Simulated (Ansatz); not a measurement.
**Lattice dynamics of (MgSe)1(CuI)3 [001] superlattice, started as zinc blende**

Aim: the vibrations of (MgSe)1(CuI)3 [001] superlattice, started as zinc blende, their spectra, and whether the structure is stable.

Program: Ansatz 0.2.0. Level of theory: DFT PBEsol, scalar-relativistic, plane waves, PAW. Results are calculated unless marked as measured.

The structure was built from a prototype and need not be the compound's stable phase.

**1. Set-up**

The structure is orthorhombic, space group Pmm2 (No. 25). The conventional cell has a = 4.250 Å, b = 4.250 Å, c = 12.020 Å, α = 90.00°, β = 90.00°, γ = 90.00°. Nearest to Cu lie 2 Se at 2.60 Å and 2 I at 2.60 Å. Nearest to Cu lie 4 I at 2.60 Å. Nearest to I lie 4 Cu at 2.60 Å. I has 4 Cu at 2.60 Å nearest. I has 2 Mg at 2.60 Å and 2 Cu at 2.60 Å nearest. Farther neighbours and most contacts between anions are not listed.

**2. Rough relaxation**

A rough relaxation comes first, because large forces or stress need no tight tolerances yet.

File input.yaml:

```yaml
crystal:
  lattice:
    - [3.005, 3.005, 0.0]
    - [-3.005, 3.005, 0.0]
    - [0.0, 0.0, 12.02]
  atoms:
    - { symbol: Cu, position: [0.5, 0.5, 0.25] }
    - { symbol: Cu, position: [0.0, 0.0, 0.5] }
    - { symbol: Cu, position: [0.5, 0.5, 0.75] }
    - { symbol: I, position: [0.0, 0.5, 0.375] }
    - { symbol: I, position: [0.5, 0.0, 0.625] }
    - { symbol: I, position: [0.0, 0.5, 0.875] }
    - { symbol: Mg, position: [0.0, 0.0, 0.0] }
    - { symbol: Se, position: [0.5, 0.0, 0.125] }
kpoints:
  mp_grid: { grid: [6, 6, 2] }
hamiltonian:
  xc: pbesol
scf:
  occupations: { method: gaussian, width: 0.1 }
output:
  forces: true
  stress: true
  eigenvalues: true
relax:
  adjacent_minimum: "off"
  f_tol: 0.05
  max_steps: 80
  cell: { stress_tol: 0.5 }
```

The run is started by

```sh
$ ansatz run input.yaml --threads 8 --pin off --max-ram 14336MiB --backend cpu --events-out ev --progress --plain --runs-dir out
```

Numbers of over 12 decimals in the logs are rounded to 6 here.

Log:

```text
The last accepted step is kept in <dir> (removed where the run ends without a failure and the disk answers)
Engine: ansatz 0.2.0, x86_64-unknown-linux-gnu
Pseudopotentials: kind: paw
Pseudopotential: Cu, paw, valence charge 19, recommended cutoff 420 eV (normal), Cu.paw.azcp
Pseudopotential: I, paw, valence charge 17, recommended cutoff 420 eV (normal), I.paw.azcp
[...]
- [-2.981727, 2.981727, 0]
    - [0, 0, 11.834394]
  atoms:
    - { symbol: Cu, position: [0.500000, 0.500000, 0.234614] }
    - { symbol: Cu, position: [0, 0, 0.490707] }
    - { symbol: Cu, position: [0.500000, 0.500000, 0.739710] }
    - { symbol: I, position: [0, 0.500000, 0.370576] }
    - { symbol: I, position: [0.500000, 0, 0.619341] }
    - { symbol: I, position: [0, 0.500000, 0.868279] }
    - { symbol: Mg, position: [0, 0, 0.034103] }
    - { symbol: Se, position: [0.500000, 0, 0.142670] }
[key lines of the parts left out:]
SCF converged after 7 iterations
Free energy (F): -49402.211857 eV
Fermi energy:    8.615849 eV
P = ⅓ Tr σ = 0.0663 GPa (0.663 kbar)
```

Elapsed: 28 s, on 8 threads of Intel Xeon 6975P-C (Granite Rapids), shared host; peak memory 1.3 GiB; 3.5 min of CPU time.

The steps of the relaxation:

| step | energy less that of the first step (eV) | largest force component (eV/Å) | pressure (GPa) | volume (Å³) |
| --- | --- | --- | --- | --- |
| 1 | 0.0000 | 2.4960 | -1.08 | 217.08 |
| 2 | -0.4962 | 0.8361 | -0.82 | 214.60 |
| 3 | -0.6782 | 0.2038 | 0.30 | 209.62 |
| 4 | -0.6878 | 0.0928 | 0.14 | 210.55 |
| 5 | -0.6917 | 0.0152 | 0.06 | 211.07 |
| 6* | -0.6902 | 0.0153 | 0.07 | 211.07 |

Relaxation steps marked * repeat the geometry before them on a plane-wave basis chosen anew for their cell, so energy and pressure can jump there.

The run keeps the 4 symmetry operations that it works with, so distortions that break them were not tested.

| conventional cell, symmetrised | before | after | change |
| --- | --- | --- | --- |
| a (Å) | 4.250 | 4.217 | -0.8 % |
| b (Å) | 4.250 | 4.229 | -0.5 % |
| c (Å) | 12.020 | 11.834 | -1.5 % |
| volume (Å³/atom) | 27.14 | 26.38 | -2.8 % |

The atoms that moved most (Å, as changes of fractional coordinates times the final cell):

| atom | dx | dy | dz | length |
| --- | --- | --- | --- | --- |
| Mg7 | 0.000 | 0.000 | 0.404 | 0.404 |
| Se8 | 0.000 | 0.000 | 0.209 | 0.209 |
| Cu1 | 0.000 | 0.000 | -0.182 | 0.182 |
| Cu3 | 0.000 | 0.000 | -0.122 | 0.122 |
| Cu2 | 0.000 | 0.000 | -0.110 | 0.110 |
| I6 | 0.000 | 0.000 | -0.080 | 0.080 |
| I5 | 0.000 | 0.000 | -0.067 | 0.067 |
| I4 | 0.000 | 0.000 | -0.052 | 0.052 |

Numbers from this step:

* pressure: 0.06627 GPa
* gap on the k-mesh: 0.7970 eV
* volume per atom: 26.38 Å³
* direct gap on mesh: 0.7970 eV

In this step the volume went from 27.14 to 26.38 Å³/atom.

**3. Bringing the structure to rest**

Harmonic phonons are second derivatives at a point where the forces vanish, and they are wanted at zero stress, so atoms and cell are relaxed first.

File input.yaml:

```yaml
crystal:
  lattice:
    - [2.9907042804, 2.9907042804, 0.0]
    - [-2.9817266005, 2.9817266005, 0.0]
    - [0.0, 0.0, 11.834394003]
  atoms:
    - { symbol: Cu, position: [0.5, 0.5, 0.2346136053] }
    - { symbol: Cu, position: [0.0, 0.0, 0.4907073183] }
    - { symbol: Cu, position: [0.5, 0.5, 0.7397095942] }
    - { symbol: I, position: [0.0, 0.5, 0.3705763299] }
    - { symbol: I, position: [0.5, 0.0, 0.6193410505] }
    - { symbol: I, position: [0.0, 0.5, 0.868279301] }
    - { symbol: Mg, position: [0.0, 0.0, 0.034102759] }
    - { symbol: Se, position: [0.5, 0.0, 0.1426700418] }
kpoints:
  mp_grid: { grid: [6, 6, 2] }
hamiltonian:
  xc: pbesol
scf:
  occupations: { method: gaussian, width: 0.02 }
output:
  forces: true
  stress: true
  eigenvalues: true
  write_density: true
  write_potential: true
  elf: true
  volumetric_format: npy
relax:
  adjacent_minimum: "off"
  f_tol: 0.005
  max_steps: 80
  cell: { stress_tol: 0.05 }
```

Log:

```text
[...]
Crystal: 8 atoms, lattice volume = 211.066 Å³
Basis set: ecut = 420 eV, 4059 PW (Γ), exchange–correlation on 60×60×160 points (8 copies of the dense FFT grid, shifted against one another)
Bands: 81, of which v1, the nominal top of the filled ones, is band 67 counted from 1 (66 counted from 0)
Symmetry: 4 space group operations
[...]
k-points: 32 of 72
[...]
SCF iter   1: F=—  HF=-49402.229740 eV  |F-HF|=—  |Δ(HF+E_count)|=         —  Δρ=7.08e-3  dr2=7.06e-2  ethr=1.77e-3  ⟨swp⟩=7.2  Hψ=10685  notcnv=0  defer=21
[...]
SCF iter  11: F=-49402.211857 eV  HF=-49402.211857 eV  |F-HF|=2.58e-8  |Δ(HF+E_count)|=   7.32e-8  Δρ=6.54e-6  dr2=6.41e-8  ethr=7.46e-11  ⟨swp⟩=16.1  Hψ=22378  notcnv=0
SCF 1 converged in 11 iterations: F = -49402.211857 eV  dr2 = 6.41e-8
[...]
relax step   1: F+E_penalty+E_count = -49402.21185709 eV  Δ(F+E_penalty+E_count) = +0.000e0 eV  max|allowed force component| = 1.529e-2 eV/Å  Δτ_max = 0.0000 Å  P = +0.066 GPa  Ω = 211.066 Å³  (11 SCF iters, dr2 threshold 1.00e-7 eV, accepted)
Crystal: 8 atoms, lattice volume = 211.297 Å³
Basis set: ecut = 420 eV, 4071 PW (Γ), exchange–correlation on 60×60×160 points (8 copies of the dense FFT grid, shifted against one another)
[...]
SCF iter   7: F=-49402.211980 eV  HF=-49402.211980 eV  |F-HF|=4.24e-9  |Δ(HF+E_count)|=   1.96e-8  Δρ=2.02e-6  dr2=1.35e-8  ethr=2.78e-11  ⟨swp⟩=10.0  Hψ=17643  notcnv=0
SCF 2 converged in 7 iterations: F = -49402.211980 eV  dr2 = 1.35e-8
relax step   2: F+E_penalty+E_count = -49402.21198049 eV  Δ(F+E_penalty+E_count) = -1.234e-4 eV  max|allowed force component| = 1.497e-2 eV/Å  Δτ_max = 0.0056 Å  P = +0.007 GPa  Ω = 211.297 Å³  energy of the carried Pulay correction = -5.414e-5 eV  (7 SCF iters, dr2 threshold 3.73e-8 eV, accepted)
Crystal: 8 atoms, lattice volume = 211.377 Å³
Basis set: ecut = 420 eV, 4075 PW (Γ), exchange–correlation on 60×60×160 points (8 copies of the dense FFT grid, shifted against one another)
[...]
SCF iter   7: F=-49402.211998 eV  HF=-49402.211998 eV  |F-HF|=3.64e-10  |Δ(HF+E_count)|=   1.73e-8  Δρ=1.09e-6  dr2=3.33e-9  ethr=1.05e-11  ⟨swp⟩=7.9  Hψ=17602  notcnv=0
SCF 3 converged in 7 iterations: F = -49402.211998 eV  dr2 = 3.33e-9
relax step   3: F+E_penalty+E_count = -49402.21199799 eV  Δ(F+E_penalty+E_count) = -1.750e-5 eV  max|allowed force component| = 3.046e-3 eV/Å  Δτ_max = 0.0027 Å  P = -0.006 GPa  Ω = 211.377 Å³  energy of the carried Pulay correction = -7.277e-5 eV  (7 SCF iters, dr2 threshold 1.40e-8 eV, accepted)
[...]
SCF iter   8: F=-49402.212078 eV  HF=-49402.212078 eV  |F-HF|=2.91e-11  |Δ(HF+E_count)|=  8.73e-11  Δρ=8.77e-8  dr2=2.26e-11  ethr=1.00e-12  ⟨swp⟩=6.8  Hψ=12411  notcnv=0
SCF 4 converged in 8 iterations: F = -49402.212078 eV  dr2 = 2.26e-11
relax step   4: F+E_penalty+E_count = -49402.21207783 eV  Δ(F+E_penalty+E_count) = -7.985e-5 eV  max|allowed force component| = 3.053e-3 eV/Å  Δτ_max = 0.0000 Å  P = -0.006 GPa  Ω = 211.377 Å³  stress off target by 9.09e-3 GPa  SCF on the basis re-selected at this cell (its energy is not comparable with the rows above)  (8 SCF iters)
basis re-selected at this cell: Δ(F+E_penalty+E_count) = -7.985e-5 eV, ΔP = -0.000 GPa vs the last step (what re-selecting the basis moved, of the pressure what is left beyond the Pulay correction that the steps carried, after the strain that the cell walked since its last selection, with what the two solves' SCF thresholds leave and, on support functions, any second-order correction that the steps lacked; it is no m [...]
SCF converged after 8 iterations
Free energy (F): -49402.212078 eV
[...]
Internal energy: -49402.212078 eV  (E = F + TS)
E sigma→0 (E₀):  -49402.212078 eV
Fermi energy:    8.596267 eV
[...]
--- Forces (eV/Å), atoms counted from 1 ---
  atom   1  Cu     0.00000000    -0.00000000    -0.00218051
  atom   2  Cu    -0.00000000    -0.00000000     0.00181103
  atom   3  Cu    -0.00000000     0.00000000     0.00305282
  atom   4  I     -0.00000000     0.00000000    -0.00151338
  atom   5  I     -0.00000000     0.00000000    -0.00197136
  atom   6  I      0.00000000     0.00000000    -0.00067729
  atom   7  Mg     0.00000000    -0.00000000     0.00023962
  atom   8  Se     0.00000000     0.00000000     0.00123818
  max |Σ_I F_I| component: 8.95e-7 eV/Å
--- Stress (GPa, compression-positive) ---
       -0.005539      -0.003549      -0.000000
       -0.003549      -0.005539      -0.000000
        0.000000      -0.000000      -0.008168
  P = ⅓ Tr σ = -0.0064 GPa (-0.064 kbar)
--- Band table (eV; the first three rows and the last of 32) ---
  k-point 0: bands = [... 63 lower, 7.2907, 7.9465, 8.0654, 8.2023, 8.9903, 10.1609, 10.6527, 11.0153, ... 10 higher]
  k-point 1: bands = [... 63 lower, 7.3700, 7.6751, 7.8827, 8.1392, 9.8890, 10.1916, 10.3557, 10.6425, ... 10 higher]
  k-point 2: bands = [... 63 lower, 7.1212, 7.4891, 7.8293, 7.9056, 9.8827, 10.5108, 11.0383, 11.3231, ... 10 higher]
  k-point 31: bands = [... 63 lower, 6.5374, 6.5394, 6.8471, 6.9449, 10.4058, 10.6400, 11.1224, 11.1550, ... 10 higher]
--- Relaxed structure (3 steps of the walk, 3 accepted, 1 SCFs on fresh bases) ---
[...]
cell:  # Å, volume = 211.3772 Å³
    - [2.995769, 2.995769, 0]
    - [-2.980076, 2.980076, 0]
    - [0, 0, 11.838387]
  atoms:
    - { symbol: Cu, position: [0.500000, 0.500000, 0.234436] }
    - { symbol: Cu, position: [0, 0, 0.491028] }
    - { symbol: Cu, position: [0.500000, 0.500000, 0.740072] }
    - { symbol: I, position: [0, 0.5, 0.370672] }
    - { symbol: I, position: [0.500000, 0, 0.619288] }
    - { symbol: I, position: [0, 0.5, 0.868256] }
    - { symbol: Mg, position: [0, 0, 0.033947] }
    - { symbol: Se, position: [0.500000, 0, 0.142300] }
```

Elapsed: 17 s, on 8 threads; peak memory 1.3 GiB.

The steps of the relaxation:

| step | energy less that of the first step (eV) | largest force component (eV/Å) | pressure (GPa) | volume (Å³) |
| --- | --- | --- | --- | --- |
| 1 | 0.0000 | 0.0153 | 0.07 | 211.07 |
| 2 | -0.0001 | 0.0150 | 0.01 | 211.30 |
| 3 | -0.0001 | 0.0030 | -0.01 | 211.38 |
| 4* | -0.0002 | 0.0031 | -0.01 | 211.38 |

Relaxation steps marked * repeat the geometry before them on a plane-wave basis chosen anew for their cell, so energy and pressure can jump there.

The run keeps the 4 symmetry operations that it works with, so distortions that break them were not tested.

| conventional cell, symmetrised | before | after | change |
| --- | --- | --- | --- |
| a (Å) | 4.217 | 4.214 | -0.1 % |
| b (Å) | 4.229 | 4.237 | +0.2 % |
| c (Å) | 11.834 | 11.838 | +0.0 % |
| volume (Å³/atom) | 26.38 | 26.42 | +0.1 % |

Final coordinates:

```cif
data_structure
_symmetry_space_group_name_H-M 'P 1'
_symmetry_Int_Tables_number 1
_cell_length_a 4.2367
_cell_length_b 4.2145
_cell_length_c 11.8384
_cell_angle_alpha 90.000
_cell_angle_beta 90.000
_cell_angle_gamma 90.000
_cell_volume 211.38
loop_
_atom_site_label
_atom_site_type_symbol
_atom_site_fract_x
_atom_site_fract_y
_atom_site_fract_z
_atom_site_occupancy
Cu1 Cu 0.50000 0.50000 0.23444 1
Cu2 Cu 0.00000 0.00000 0.49103 1
Cu3 Cu 0.50000 0.50000 0.74007 1
I4 I 0.00000 0.50000 0.37067 1
I5 I 0.50000 0.00000 0.61929 1
I6 I 0.00000 0.50000 0.86826 1
Mg7 Mg 0.00000 0.00000 0.03395 1
Se8 Se 0.50000 0.00000 0.14230 1
```

Numbers from this step:

```
pressure           : -0.006415 GPa
gap on the k-mesh  : 0.7880 eV
volume per atom    : 26.42 Å³
direct gap on mesh : 0.7880 eV
```

Electrostatic potential energy in the ac plane at fractional y = 0.000, with atoms of Cu and I and Mg and Se within 0.2 Å of it. With pseudopotentials it is smooth inside the atoms' cores, unlike the true potential.

Ten even steps from '0' (-41 eV) to '9' (13 eV), each cell a mean:
```
56789999999875
88999999999988
99999999999999
99999999999999
99999999999999
99999999999999
99999887889999
99987555567999
99975699856899
99975699856899
45787655568865
00478888888620
00489999999720
45799999999864
99999999999999
99999999999999
99999999999999
99999999999999
99999776789999
99987566657999
88986678757898
56787556567875
00578877888730
00578999998730
```
Columns run along a (4.2 Å; values clipped at the 3rd and 97th percentile), rows up along c (11.8 Å). Atoms in or near the plane, at fractional coordinates: Cu at (0.00, 0.49), I at (0.50, 0.62), Mg at (0.00, 0.03), Se at (0.50, 0.14).

ELF in the ac plane at fractional y = 0.000, with atoms of Cu and I and Mg and Se within 0.2 Å of it. It is the smooth field of the valence electrons, not physical close to the nuclei.

Ten even steps from '0' (0.01) to '9' (0.85), each cell a mean:
```
21001222221001
00000000000000
10000000000000
00000000000000
00000000000000
00001234321000
00146777775310
01477765677630
12677523367741
12477533367731
22147766776312
85213677752136
85211222221236
22211000011122
11110000000111
10000000000000
00000011000000
00012456532000
00257889886410
02578865788741
02799731489951
21389976899611
34238999997134
34215777773034
```
Columns run along a (4.2 Å), rows up along c (11.8 Å). Atoms in or near the plane, at fractional coordinates: Cu at (0.00, 0.49), I at (0.50, 0.62), Mg at (0.00, 0.03), Se at (0.50, 0.14).

Valence density in the ac plane at fractional y = 0.000, with atoms of Cu and I and Mg and Se within 0.2 Å of it. It is the smooth field of the valence electrons, not physical close to the nuclei.

Values in e/Å³, 24 rows by 14 columns, each cell a mean:
```
 1  0  0  0  0  0  0  0  0  0  0  0  0  0
 0  0  0  0  0  0  0  0  0  0  0  0  0  0
 0  0  0  0  0  0  0  0  0  0  0  0  0  0
 0  0  0  0  0  0  0  0  0  0  0  0  0  0
 0  0  0  0  0  0  0  0  0  0  0  0  0  0
 0  0  0  0  0  0  0  0  0  0  0  0  0  0
 0  0  0  0  0  0  0  0  0  0  0  0  0  0
 0  0  0  0  0  1  2  3  2  1  0  0  0  0
 0  0  0  0  1  5 12 15 10  2  1  0  0  0
 0  0  0  0  1  4 11 14  8  2  1  0  0  0
 2  1  1  0  1  1  1  2  1  1  0  0  1  2
34 15  2  0  0  0  0  0  0  0  0  1  5 21
36 15  2  0  0  0  0  0  0  0  0  1  5 22
 3  2  0  0  0  0  0  0  0  0  0  0  1  2
 0  0  0  0  0  0  0  0  0  0  0  0  0  0
 0  0  0  0  0  0  0  0  0  0  0  0  0  0
 0  0  0  0  0  0  0  0  0  0  0  0  0  0
 0  0  0  0  0  0  0  0  0  0  0  0  0  0
 0  0  0  0  0  0  1  1  1  0  0  0  0  0
 0  0  0  0  1  2  7 10  5  1  0  0  0  0
 0  0  0  0  1  5 21 33 14  2  1  0  0  0
 1  0  0  0  1  2  4  6  3  1  1  0  0  1
18  8  1  0  0  0  0  1  0  0  0  0  3 12
18  8  1  0  0  0  0  0  0  0  0  0  2 11
```
Columns run along a (4.2 Å), rows up along c (11.8 Å). Atoms in or near the plane, at fractional coordinates: Cu at (0.00, 0.49), I at (0.50, 0.62), Mg at (0.00, 0.03), Se at (0.50, 0.14).

In this step the volume went from 26.38 to 26.42 Å³/atom.

**4. Tight relaxation**

Phonons need a cell at rest on their own settings, so the relaxation is repeated with tight tolerances on forces and stress on the k mesh and occupations of the first response run.

File input.yaml:

```yaml
crystal:
  lattice:
    - [2.9957686683, 2.9957686683, 0.0]
    - [-2.9800755764, 2.9800755764, 0.0]
    - [0.0, 0.0, 11.838387114]
  atoms:
    - { symbol: Cu, position: [0.5, 0.5, 0.2344356575] }
    - { symbol: Cu, position: [0.0, 0.0, 0.4910275056] }
    - { symbol: Cu, position: [0.5, 0.5, 0.7400724924] }
    - { symbol: I, position: [0.0, 0.5, 0.3706722775] }
    - { symbol: I, position: [0.5, 0.0, 0.6192884158] }
    - { symbol: I, position: [0.0, 0.5, 0.8682562792] }
    - { symbol: Mg, position: [0.0, 0.0, 0.0339473106] }
    - { symbol: Se, position: [0.5, 0.0, 0.1423000614] }
kpoints:
  mp_grid: { grid: [8, 8, 2] }
hamiltonian:
  xc: pbesol
scf:
  occupations: { method: fixed }
output:
  forces: true
  stress: true
  eigenvalues: true
relax:
  adjacent_minimum: "off"
  f_tol: 0.001
  max_steps: 60
  cell: { stress_tol: 0.01 }
```

Log:

```text
[...]
Crystal: 8 atoms, lattice volume = 211.377 Å³
Basis set: ecut = 420 eV, 4075 PW (Γ), exchange–correlation on 60×60×160 points (8 copies of the dense FFT grid, shifted against one another)
Bands: 81, of which v1, the nominal top of the filled ones, is band 67 counted from 1 (66 counted from 0)
Symmetry: 4 space group operations
[...]
k-points: 50 of 128
[...]
- [-2.978930, 2.978930, 0]
    - [0, 0, 11.843953]
  atoms:
    - { symbol: Cu, position: [0.500000, 0.500000, 0.234424] }
    - { symbol: Cu, position: [0, 0, 0.491087] }
    - { symbol: Cu, position: [0.500000, 0.500000, 0.740151] }
    - { symbol: I, position: [0, 0.5, 0.370643] }
    - { symbol: I, position: [0.500000, 0, 0.619276] }
    - { symbol: I, position: [0, 0.5, 0.868221] }
    - { symbol: Mg, position: [0, 0, 0.033904] }
    - { symbol: Se, position: [0.500000, 0, 0.142295] }
[key lines of the parts left out:]
SCF converged after 8 iterations
Free energy (F): -49402.216144 eV
Fermi energy:    8.205465 eV
P = ⅓ Tr σ = -0.0015 GPa (-0.015 kbar)
```

Run time: 33 s. Hardware: 8 threads; peak memory 1.4 GiB; 4.2 min of CPU time.

Little changed from the start: no atom moved by 0.005 Å and no cell edge by 0.1 %.

This step gave:

```
pressure           : -0.001488 GPa
gap on the k-mesh  : 0.7877 eV
direct gap on mesh : 0.7877 eV
```

The largest force component left is 0.82 meV/Å and the pressure is -0.001 GPa, within the tolerances set. The cell now holds 26.42 Å³/atom.

(Continued in part 2 of 3.)

[Logs are printed without paths, hosts, clocks, repeated set-up lines and the standing remarks that a program may print on its own settings, such as how far it seeks lower states.]

[Hosts, paths, dates, database ids (printed as entryN), source tags and the programs' standing remarks are cut or masked in the printed files.]
